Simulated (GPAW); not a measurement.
# Cu L₃-edge XANES of YCu (Pm-3m), part 2 of 3

Aim: the dependence of the Cu L₃ near-edge features of YCu (Pm-3m) on volume.

GPAW 26.7.0; X-ray absorption from dipole matrix elements to empty bands, plane-wave PAW LDA.

So far. Step 2 (The field without a hole): The mesh shows no gap, so the system is treated as a metal and the core electron is put at the Fermi level (neutral cell).

**4. Spectrum with XCH, Cu atom 2**

The holes are 6.0 Å apart. In GPAW the data set carries the hole's charge, so charge=0 means a charged cell and charge=-1 a neutral one. The excited electron is kept in the cell, where it fills the lowest empty states and screens the hole. After the field has converged, empty bands are computed with the density fixed and the dipole matrix elements are summed.

The absorber has 8 Y at 2.99 Å and 6 Cu at 3.46 Å (cube and octahedron, as in bcc, site symmetry m-3m).

The input, xas.py:

```python
import numpy as np
from ase import Atoms
from ase.parallel import parprint, paropen
from gpaw import GPAW, PW, FermiDirac, Mixer, MixerDif, setup_paths
from gpaw.test import gen
setup_paths.insert(0, '.')
gen('Cu', name='fch2p', xcname='LDA', corehole=(2, 1, 1), write_xml=True)
from gpaw.mpi import world
world.barrier()

atoms = Atoms('Y4Cu4',
    cell=[[3.45811539, 3.45811539, 3.45811539],
     [-3.45811539, 3.45811539, -3.45811539],
     [-3.45811539, -3.45811539, 3.45811539]],
    scaled_positions=[[0, 0, 0],
     [0, 0.5, 0.5],
     [0.5, 0, 0.5],
     [0.5, 0.5, 0],
     [0.5, 0, 0],
     [0.5, 0.5, 0.5],
     [0, 0, 0.5],
     [0, 0.5, 0]],
    pbc=True)
atoms.calc = calc = GPAW(legacy_gpaw=True, mode=PW(430), xc='LDA', setups={4: 'fch2p'},
    kpts={'size': (5, 5, 5), 'gamma': True}, occupations=FermiDirac(0.1),
    charge=-1, mixer=Mixer(0.1, 5, 50), maxiter=150,
    convergence={'density': 0.0001}, txt='scf.txt')
energy = atoms.get_potential_energy() + calc.get_reference_energy()
ef = calc.get_fermi_level()
out = dict(energy=energy, fermi=ef, forces=atoms.get_forces().tolist())
parprint(f'all-electron energy {energy:.4f} eV, Fermi level {ef:.4f} eV')
ev = np.array([[calc.get_eigenvalues(k, s) for k in range(len(calc.get_ibz_k_points()))] for s in range(calc.get_number_of_spins())])
out['homo'], out['lumo'], out['counts'] = ev[ev < ef].max(), ev[ev > ef].min(), sorted(set((ev < ef).sum((0, 2)).tolist()))
out['filled'] = (ev[:, 0] < ef).sum(1).tolist()

from ase.units import Ha
from gpaw.xas import dipole_matrix_elements
nb = int(calc.get_number_of_electrons() / 2) + 121
top, nb = nb, nb + 8 + nb // 12
nscf = calc.fixed_density(kpts={'size': (6, 6, 6), 'gamma': True}, nbands=nb,
    convergence={'bands': top, 'eigenstates': 1e-5}, maxiter=60, txt='nscf.txt')
cell = atoms.cell.array
ops = [cell.T @ U.T @ np.linalg.inv(cell.T) for U in nscf.wfs.kd.symmetry.op_scc]
E = np.arange(-6, 34, 0.1)
fwhm = np.interp(E, [4, 25], [0.9, 3.5])
Y, X, zero, highest = 0, 0, 1e9, 1e9
for spin in range(nscf.get_number_of_spins()):
    wfs = nscf.wfs
    A = dipole_matrix_elements(wfs.setups[4])
    eps = np.zeros((wfs.kd.nibzkpts, nb))
    d = np.zeros((3, A.shape[1], wfs.kd.nibzkpts, nb), complex)
    for kpt in wfs.kpt_u:
        if kpt.s == spin and 4 in kpt.P_ani:
            eps[kpt.k] = kpt.eps_n * Ha
            d[:, :, kpt.k] = (kpt.weight * wfs.nspins / 2) ** 0.5 * np.inner(A, kpt.P_ani[4])
    world.sum(eps)
    world.sum(d)
    T = np.einsum('amkn,bmkn->abkn', d, d.conj()).real
    T = sum(np.einsum('ai,ijkn,bj->abkn', R, T, R) for R in ops) / len(ops)
    empty = eps > ef
    zero, highest = min(zero, eps[empty].min()), min(highest, eps[:, top - 1].min())
    lines = [(eps, T, empty)] if spin == 0 else lines + [(eps, T, empty)]
for eps, T, empty in lines:
    f = np.einsum('aakn->akn', T).reshape(3, -1)
    x = eps.ravel() - zero
    w = np.interp(x, E, fwhm) / 2.35482
    g = np.exp(-0.5 * ((E[:, None] - x) / w) ** 2) / (w * (2 * np.pi) ** 0.5)
    Y = Y + (f * empty.ravel()) @ g.T
    X = X + (f * ~empty.ravel()) @ g.T
out.update(E=E.round(2).tolist(), xas=Y.tolist(), xes=X.tolist(), zero=zero, valid=highest - zero, nk=len(eps), nb=nb)
for i in range(0, len(E), 10):
    parprint(f'{E[i]:7.2f}', *(f'{v:10.3e}' for v in Y[:, i]))
import json
with paropen('out.json', 'w') as f:
    json.dump(out, f)
```

On the command line:

```sh
$ OMP_NUM_THREADS=1 mpirun -n 2 gpaw python xas.py
```

Numbers of over 12 decimals in the logs are rounded to 6 here.

The log of the run:

```text
Input parameters:
  charge: -1
  convergence: {density: 0.0001}
  kpts: {gamma: True,
         size: (5, 5, 5)}
  maxiter: 150
  mixer: {backend: pulay,
          beta: 0.1,
          method: separate,
          nmaxold: 5,
          weight: 50}
  mode: {ecut: 430.0,
         name: pw}
  occupations: {fixmagmom: False,
                name: fermi-dirac,
                width: 0.1}
  setups: {4: fch2p}

Initialize ...

[... PAW data sets ...]

Reference energy: -546810.881978  # eV

Spin-paired calculation

[... convergence settings ...]
Symmetries present (total): 12
  [... symmetry matrices ...]

125 k-points: 5 x 5 x 5 Monkhorst-Pack grid
19 k-points in the irreducible part of the Brillouin zone
       k-points in crystal coordinates                weights
   0:     0.00000000    0.00000000    0.00000000          1/125
   1:     0.00000000    0.20000000    0.00000000          6/125
   2:     0.00000000    0.40000000   -0.20000000          6/125
   3:     0.00000000    0.40000000    0.00000000          6/125
   4:     0.00000000    0.40000000    0.40000000          6/125
   5:     0.20000000   -0.40000000   -0.40000000          2/125
   6:     0.20000000    0.00000000    0.00000000          6/125
   7:     0.20000000    0.20000000   -0.20000000          6/125
   8:     0.20000000    0.20000000    0.00000000         12/125
   9:     0.20000000    0.40000000   -0.20000000         12/125
          ...
  18:     0.40000000    0.40000000    0.40000000          6/125

Wave functions: Plane wave expansion
  Cutoff energy: 430.000 eV
  Number of coefficients (min, max): 3333, 3372
  Pulay-stress correction: 0.000000 eV/Ang^3 (de/decut=0.000000)
  Using FFTW library
  Wavefunction extrapolation:
    Improved wavefunction reuse through dual PAW basis

Occupation numbers: Fermi-Dirac:
  width: 0.1000  # eV

Eigensolver
   Davidson(niter=2)

Densities:
  Coarse grid: 30*30*30 grid
  Fine grid: 60*60*60 grid
  Total Charge: 0.000000

Density mixing:
  Method: separate
  Backend: pulay
  Linear mixing parameter: 0.1
  old densities: 5
  Width of damping distribution: 1.1
  Damping of long wavelength oscillations: 50

[... Hamiltonian set-up ...]
Number of atoms: 8
Number of atomic orbitals: 88
Number of bands in calculation: 58
Number of valence electrons: 89
Bands to converge: occupied

... initialized

Initializing position-dependent things.

Density initialized from atomic densities
Creating initial wave functions:
  58 bands from LCAO basis set

                 Y
              Cu       Cu
                   Y
            Cu
        Y        Y
              Cu

Atomic positions and initial magnetic moments

Positions:
   0 Y      0.000000    0.000000    0.000000    ( 0.0000,  0.0000,  0.0000)
   1 Y     -3.458115    0.000000    0.000000    ( 0.0000,  0.0000,  0.0000)
   2 Y      0.000000    0.000000    3.458115    ( 0.0000,  0.0000,  0.0000)
   3 Y      0.000000    3.458115    0.000000    ( 0.0000,  0.0000,  0.0000)
   4 Cu     1.729058    1.729058    1.729058    ( 0.0000,  0.0000,  0.0000)
   5 Cu    -1.729058    1.729058    1.729058    ( 0.0000,  0.0000,  0.0000)
   6 Cu    -1.729058   -1.729058    1.729058    ( 0.0000,  0.0000,  0.0000)
   7 Cu    -1.729058    1.729058   -1.729058    ( 0.0000,  0.0000,  0.0000)

Unit cell:
           periodic     x           y           z      points  spacing
  1. axis:    yes    3.458115    3.458115    3.458115    30     0.1630
  2. axis:    yes   -3.458115    3.458115   -3.458115    30     0.1630
  3. axis:    yes   -3.458115   -3.458115    3.458115    30     0.1630

  Lengths:   5.989632   5.989632   5.989632
  Angles:  109.471221 109.471221 109.471221

Effective grid spacing dv^(1/3) = 0.1830

iter:   1   -62.787039
iter:   2   -50.680220   +0.11  -1.00
iter:   3   -49.734767   -1.00  -1.35
iter:   4   -49.553578   -0.49  -1.42
iter:   5   -48.749299   -1.96  -1.65
iter:   6   -48.618183   -0.80  -1.77
iter:   7   -49.258826   -1.31  -1.92
iter:   8   -48.276932   -1.44  -1.90
iter:   9   -49.562523   -0.80  -2.27
iter:  10   -48.217324   -1.25  -1.75
iter:  11   -48.241829   -2.01  -2.69
iter:  12   -48.229632c  -3.41  -2.62
iter:  13   -48.225105c  -2.77  -2.73
iter:  14   -48.224898c  -3.84  -3.01
iter:  15   -48.220427c  -3.32  -3.04
iter:  16   -48.220480c  -4.54  -3.62
iter:  17   -48.220197c  -5.24  -3.69
iter:  18   -48.220105c  -5.30  -4.12c
iter:  19   -48.220084c  -6.73  -4.41c
iter:  20   -48.220082c  -7.46c -4.60c

Converged after 20 iterations.

Dipole moment: (0.000000, 0.000000, 0.000000) |e|*Ang

Energy contributions relative to reference atoms: (reference = -546810.881978)

Kinetic:        -40.085056
Potential:      +30.678527
External:        +0.000000
XC:             -38.441533
Entropy (-ST):   -0.167942
Local:           -0.288050
SIC:             +0.000000
--------------------------
Free energy:    -48.304053
Extrapolated:   -48.220082

Showing only first 2 kpts
 Kpt  Band  Eigenvalues  Occupancy
  0    42      7.68260    0.18314
  0    43      7.74488    0.10260
  0    44      7.74488    0.10260
  0    45      8.11224    0.00274

  1    42      7.18566    1.87105
  1    43      7.57544    0.45481
  1    44      7.67836    0.19031
[...]
Fermi level: 7.45314

No gap
No difference between direct/indirect transitions

Forces in eV/Ang:
  0 Y     0.00000    0.00000    0.00000
  1 Y     0.00000   -0.00000   -0.00000
  2 Y    -0.00000   -0.00000    0.00000
  3 Y    -0.00000    0.00000   -0.00000
  4 Cu   -0.00000    0.00000    0.00000
  5 Cu    0.00000    0.00000   -0.00000
  6 Cu    0.00000    0.00000   -0.00000
  7 Cu    0.00000    0.00000    0.00000
Scalar-relativistic atomic LDA calculation for Cu (Copper, Z=29)
Core hole in 2p state (2p occupation: 5.0)
600 radial gridpoints.
|------------------------------------------------|
|------------------------------------------------|
[... the atom generator's iteration count ...]

Energy contributions:
-------------------------
Kinetic:    +1640.311253
XC:           -62.688297
Potential:  -3194.815300
-------------------------
Total:      -1617.192344

state      eigenvalue         ekin         rmax
-----------------------------------------------
1s^2.0 :  -327.887872   419.015715        0.034
2s^2.0 :   -40.875842    80.610754        0.196
2p^5.0 :   -35.850230    78.783549        0.156
3s^2.0 :    -4.837235    18.064180        0.603
3p^6.0 :    -3.291784    16.096345        0.603
3d^10.0:    -0.764508    11.268634        0.562
4s^1.0 :    -0.509468     1.747802        2.031
4p^0.0 :    -0.289416     1.044288        2.563
-----------------------------------------------
(units: Bohr and Hartree)

Generating PAW setup
Kinetic energy of the core from tauc = 1540.684163694952
Cutoffs:
rc(s)=2.200
rc(p)=2.200
rc(d)=2.000
rc(vbar)=1.800
rc(comp)=2.000
rc(nct)=2.200

Kinetic energy of the core states: 1525.877113
Charge: 1.0
Core electrons: 17.0
Valence electrons: 11.0
Pseudo-core charge: 0.302674
Shape function alpha=2.500
Pseudo-electron charge 3.287157
state    eigenvalue         norm
--------------------------------
4s(1) :    -0.509468     1.103558
*s    :     0.490532
4p(0) :    -0.289416     1.010597
*p    :     0.710584
3d(10):    -0.764508     0.188093
*d    :     0.235492
--------------------------------

Diagonalizing with gridspacing h=0.050

state   all-electron     PAW
-------------------------------
4s:      -0.509468    -0.509609
4p:      -0.289416    -0.289516
3d:      -0.764508    -0.764965
*f:                   -0.018941
-------------------------------
all-electron energy -546859.1021 eV, Fermi level 7.4531 eV
[...]
31.00  5.282e-05  5.282e-05  5.282e-05
  32.00  5.014e-05  5.014e-05  5.014e-05
  33.00  4.848e-05  4.848e-05  4.848e-05
```

Run time: 4.3 min. Hardware: 2 MPI ranks of Arm Neoverse V2, shared host; peak memory 0.54 GiB; 8.6 min of CPU time.

The Cu L₃ spectrum, Cu atom 2, excited-electron core hole (neutral cell) (energy from the lowest empty level; intensity scaled to a mean of 1 over the first 20 eV):

```
E (eV)  intensity
  -2.0       0.00
  -1.0       0.01
   0.0       0.58
   1.0       0.61
   2.0       0.89
   3.0       1.35
   4.0       0.77
   5.0       0.44
   6.0       0.40
   7.0       0.50
   8.0       0.73
   9.0       1.20
  10.0       1.25
  11.0       1.21
  12.0       1.22
  13.0       1.11
  14.0       1.07
  15.0       1.17
  16.0       1.17
  17.0       1.14
  18.0       1.28
  19.0       1.39
  20.0       1.30
  21.0       1.14
  22.0       1.08
  23.0       1.07
  24.0       1.06
  25.0       1.08
  26.0       1.12
  27.0       1.18
  28.0       1.24
  29.0       1.25
  30.0       1.20
  31.0       1.13
  32.0       1.07
```

Main maxima below 30 eV (height): 0.4 eV (0.80), 3.2 eV (1.42), 9.6 eV (1.26), 15.5 eV (1.19), 19.0 eV (1.39) and 28.6 eV (1.25). At an L edge the dipole rule selects empty d and s states; the absorber's d shell is nominally full, so the onset shows only d character mixed into the empty bands.

The total-energy difference is 937.87 eV. Two terms are added: -2.03 eV, since the hole is spin-paired here and a spin-polarised one costs that much less in the free atom (computed apart); −6.53 eV, a third of the tabulated L₂–L₃ splitting, since the scalar-relativistic hole is their mean. The photon energy is then 929.30 eV. The tabulated edge of the element is 932.7 eV. The functional leaves an error of a few eV in such absolute values.

**5. Reference energy of the supercell**

The cell changes for the next run, so it gets a reference energy of its own.

The cell differs from the one that the last finished run ended in (a 5.990 → 5.867 Å, b 5.990 → 5.867 Å, c 5.990 → 5.867 Å).

The input, scf.py:

```python
import numpy as np
from ase import Atoms
from ase.parallel import parprint, paropen
from gpaw import GPAW, PW, FermiDirac, Mixer, MixerDif, setup_paths
from gpaw.test import gen
setup_paths.insert(0, '.')
gen('Cu', name='nch2p', xcname='LDA', corehole=(2, 1, 0), write_xml=True)
from gpaw.mpi import world
world.barrier()

atoms = Atoms('Y4Cu4',
    cell=[[3.3875218, 3.3875218, 3.3875218],
     [-3.3875218, 3.3875218, -3.3875218],
     [-3.3875218, -3.3875218, 3.3875218]],
    scaled_positions=[[0, 0, 0],
     [0, 0.5, 0.5],
     [0.5, 0, 0.5],
     [0.5, 0.5, 0],
     [0.5, 0, 0],
     [0.5, 0.5, 0.5],
     [0, 0, 0.5],
     [0, 0.5, 0]],
    pbc=True)
atoms.calc = calc = GPAW(legacy_gpaw=True, mode=PW(430), xc='LDA', setups={4: 'nch2p'},
    kpts={'size': (5, 5, 5), 'gamma': True}, occupations=FermiDirac(0.1),
    charge=0, mixer=Mixer(0.1, 5, 50), maxiter=150,
    convergence={'density': 0.0001}, txt='scf.txt')
energy = atoms.get_potential_energy() + calc.get_reference_energy()
ef = calc.get_fermi_level()
out = dict(energy=energy, fermi=ef, forces=atoms.get_forces().tolist())
parprint(f'all-electron energy {energy:.4f} eV, Fermi level {ef:.4f} eV')
ev = np.array([[calc.get_eigenvalues(k, s) for k in range(len(calc.get_ibz_k_points()))] for s in range(calc.get_number_of_spins())])
out['homo'], out['lumo'], out['counts'] = ev[ev < ef].max(), ev[ev > ef].min(), sorted(set((ev < ef).sum((0, 2)).tolist()))
out['filled'] = (ev[:, 0] < ef).sum(1).tolist()
import json
with paropen('out.json', 'w') as f:
    json.dump(out, f)
```

On the command line:

```sh
$ OMP_NUM_THREADS=1 mpirun -n 2 gpaw python scf.py
```

The log of the run:

```text
Input parameters:
  convergence: {density: 0.0001}
  kpts: {gamma: True,
         size: (5, 5, 5)}
  maxiter: 150
  mixer: {backend: pulay,
          beta: 0.1,
          method: separate,
          nmaxold: 5,
          weight: 50}
  mode: {ecut: 430.0,
         name: pw}
  occupations: {fixmagmom: False,
                name: fermi-dirac,
                width: 0.1}
  setups: {4: nch2p}

Initialize ...

[...]
*s    :     0.821514
4p(0) :    -0.028757     1.001617
*p    :     0.971243
3d(10):    -0.195673     0.277238
*d    :     0.804327
--------------------------------

Diagonalizing with gridspacing h=0.050

state   all-electron     PAW
-------------------------------
4s:      -0.178486    -0.178572
4p:      -0.028757    -0.028678
3d:      -0.195673    -0.196155
*f:                    0.071609
-------------------------------
all-electron energy -547797.1283 eV, Fermi level 7.9270 eV
[key lines of the parts left out:]
Converged after 15 iterations.
Dipole moment: (0.000000, 0.000000, 0.000000) |e|*Ang
Free energy:    -41.283899
Fermi level: 7.92703
```

Run time: 47 s. Hardware: 2 MPI ranks; peak memory 0.28 GiB; 95 s of CPU time.

Reference energy: -547797.128 eV with the cores included.

**6. Spectrum with XCH, Cu atom 2**

Shorter bonds are expected to push antibonding states and scattering resonances up, and longer ones down; the cell is scaled to test that.

Changed against the first core-hole run: volume scale from 1 to 0.94.

Edit xas.py of step 4 so:

```diff
@@ -11,5 +11,5 @@
 atoms = Atoms('Y4Cu4',
-    cell=[[3.45811539, 3.45811539, 3.45811539],
-     [-3.45811539, 3.45811539, -3.45811539],
-     [-3.45811539, -3.45811539, 3.45811539]],
+    cell=[[3.3875218, 3.3875218, 3.3875218],
+     [-3.3875218, 3.3875218, -3.3875218],
+     [-3.3875218, -3.3875218, 3.3875218]],
     scaled_positions=[[0, 0, 0],
@@ -37,5 +37,5 @@
 from gpaw.xas import dipole_matrix_elements
-nb = int(calc.get_number_of_electrons() / 2) + 121
+nb = int(calc.get_number_of_electrons() / 2) + 115
 top, nb = nb, nb + 8 + nb // 12
-nscf = calc.fixed_density(kpts={'size': (6, 6, 6), 'gamma': True}, nbands=nb,
+nscf = calc.fixed_density(kpts={'size': (7, 7, 7), 'gamma': True}, nbands=nb,
     convergence={'bands': top, 'eigenstates': 1e-5}, maxiter=60, txt='nscf.txt')
```

On the command line:

```sh
$ OMP_NUM_THREADS=1 mpirun -n 2 gpaw python xas.py
```

The log of the run:

```text
Input parameters:
  charge: -1
  convergence: {density: 0.0001}
  kpts: {gamma: True,
         size: (5, 5, 5)}
  maxiter: 150
  mixer: {backend: pulay,
          beta: 0.1,
          method: separate,
          nmaxold: 5,
          weight: 50}
  mode: {ecut: 430.0,
         name: pw}
  occupations: {fixmagmom: False,
                name: fermi-dirac,
                width: 0.1}
  setups: {4: fch2p}

Initialize ...

[...]
*d    :     0.235492
--------------------------------

Diagonalizing with gridspacing h=0.050

state   all-electron     PAW
-------------------------------
4s:      -0.509468    -0.509609
4p:      -0.289416    -0.289516
3d:      -0.764508    -0.764965
*f:                   -0.018941
-------------------------------
all-electron energy -546859.1404 eV, Fermi level 8.0942 eV
[...]
32.00  5.187e-05  5.187e-05  5.187e-05
  33.00  4.907e-05  4.907e-05  4.907e-05
[key lines of the parts left out:]
Converged after 23 iterations.
Dipole moment: (0.000000, 0.000000, 0.000000) |e|*Ang
Free energy:    -48.337366
Fermi level: 8.09420
```

Elapsed: 5.3 min, on 2 MPI ranks; peak memory 0.6 GiB.

```
E (eV)  first run  this run
  -2.0       0.00      0.00
  -1.0       0.01      0.00
   0.0       0.58      0.63
   1.0       0.61      0.60
   2.0       0.89      0.89
   3.0       1.35      1.25
   4.0       0.77      1.06
   5.0       0.44      0.47
   6.0       0.40      0.39
   7.0       0.50      0.46
   8.0       0.73      0.62
   9.0       1.20      1.12
  10.0       1.25      1.37
  11.0       1.21      1.23
  12.0       1.22      1.19
  13.0       1.11      1.18
  14.0       1.07      1.07
  15.0       1.17      1.10
  16.0       1.17      1.20
  17.0       1.14      1.17
  18.0       1.28      1.17
  19.0       1.39      1.31
  20.0       1.30      1.36
  21.0       1.14      1.23
  22.0       1.08      1.09
  23.0       1.07      1.04
  24.0       1.06      1.03
  25.0       1.08      1.04
  26.0       1.12      1.06
  27.0       1.18      1.10
  28.0       1.24      1.15
  29.0       1.25      1.20
  30.0       1.20      1.21
  31.0       1.13      1.16
  32.0       1.07      1.09
```

This run also has another mesh (7×7×7 against 6×6×6), so the 7 % r.m.s. difference can't be laid on the changed setting alone. The highest intensity below 24 eV goes from 3.2 eV (1.42) to 3.5 eV (1.42).

The photon energy of the zero moves by +0.12 eV.

**7. Supercell without a hole, the energy reference**

The cell changes for the next run, so it gets a reference energy of its own.

The cell differs from the one that the last finished run ended in (a 5.867 → 6.107 Å, b 5.867 → 6.107 Å, c 5.867 → 6.107 Å).

Edit scf.py of step 5 so:

```diff
@@ -11,5 +11,5 @@
 atoms = Atoms('Y4Cu4',
-    cell=[[3.3875218, 3.3875218, 3.3875218],
-     [-3.3875218, 3.3875218, -3.3875218],
-     [-3.3875218, -3.3875218, 3.3875218]],
+    cell=[[3.52593879, 3.52593879, 3.52593879],
+     [-3.52593879, 3.52593879, -3.52593879],
+     [-3.52593879, -3.52593879, 3.52593879]],
     scaled_positions=[[0, 0, 0],
```

On the command line:

```sh
$ OMP_NUM_THREADS=1 mpirun -n 2 gpaw python scf.py
```

The log of the run:

```text
Input parameters:
  convergence: {density: 0.0001}
  kpts: {gamma: True,
         size: (5, 5, 5)}
  maxiter: 150
  mixer: {backend: pulay,
          beta: 0.1,
          method: separate,
          nmaxold: 5,
          weight: 50}
  mode: {ecut: 430.0,
         name: pw}
  occupations: {fixmagmom: False,
                name: fermi-dirac,
                width: 0.1}
  setups: {4: nch2p}

Initialize ...

[...]
*s    :     0.821514
4p(0) :    -0.028757     1.001617
*p    :     0.971243
3d(10):    -0.195673     0.277238
*d    :     0.804327
--------------------------------

Diagonalizing with gridspacing h=0.050

state   all-electron     PAW
-------------------------------
4s:      -0.178486    -0.178572
4p:      -0.028757    -0.028678
3d:      -0.195673    -0.196155
*f:                    0.071609
-------------------------------
all-electron energy -547796.5597 eV, Fermi level 6.7259 eV
[key lines of the parts left out:]
Converged after 20 iterations.
Dipole moment: (0.000000, 0.000000, 0.000000) |e|*Ang
Free energy:    -40.712068
Fermi level: 6.72589
```

Run time: 62 s. Hardware: 2 MPI ranks; peak memory 0.28 GiB.

Reference energy: -547796.560 eV with the cores included.

(Continued in part 3 of 3.)

[Banner, clock and machine lines of the logs are left out without a mark of their own.]

[Logs are printed without paths, hosts, clocks, repeated set-up lines and the standing remarks that a program may print on its own settings, such as how far it seeks lower states.]

[Hosts, paths, dates, database ids (printed as entryN), source tags and the programs' standing remarks are cut or masked in the printed files.]

[Lists of maxima count a maximum above −3 eV only where it reaches 4 % of the highest in the window and stands out from its surroundings by 2 % of it (1.5 % where it reaches 55 %); shoulders and weaker maxima are passed over, and of the rest the first, up to two pre-edge ones and the few strongest are named.]
